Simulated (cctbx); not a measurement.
**SiBiPd: as given, inverted or twinned?**

Space group P2_13 (no. 198), a = 6.2680 Å, b = 6.2680 Å, c = 6.2680 Å, α = 90.00°, β = 90.00°, γ = 90.00°.

| atom | mult. | x | y | z | Ueq (Å²) |
| --- | --- | --- | --- | --- | --- |
| Bi1 | 4 | 0.8716 | 0.6284 | 0.3716 | 0.0064 |
| Pd1 | 4 | 0.5752 | 0.9248 | 0.0752 | 0.0083 |
| Si1 | 4 | 0.1603 | 0.3397 | 0.6603 | 0.0112 |

The model is made up (kin elements in a known structure type, no relaxation), so it says nothing on whether the phase exists.

Data sets are simulated with cctbx and refined with Bijvoet mates kept apart; Flack x is then fitted as the share of an inverted twin with the atoms fixed, Hooft y from the Bijvoet differences. The group has rotations alone, so the crystal has a hand.

Untwinned crystal. What Flack and Hooft values should come out?

```csv
λ (Å),extinction (unmodelled),d min (Å),top counts,error (%),model,R1,Flack x,s.u.,Hooft y,s.u.,pairs
0.71073,0.1,0.77,40000,2,as given,0.0047,0.000,0.006,0.002,0.003,74
0.71073,0.1,0.77,40000,2,inverted,0.0798,0.97,0.02,1.041,0.003,74
1.54184,0.3,0.83,20000,6,as given,0.0132,0.04,0.04,-0.012,0.031,59
```

With Mo Kα, x is within 3 s.u. of 0, so the hand is right. With Cu Kα, x is within 3 s.u. of 0, so the hand is right. Inverting the model turns x into about 1 − x.

[Logs are printed without paths, hosts, clocks, repeated set-up lines and the standing remarks that a program may print on its own settings, such as how far it seeks lower states.]
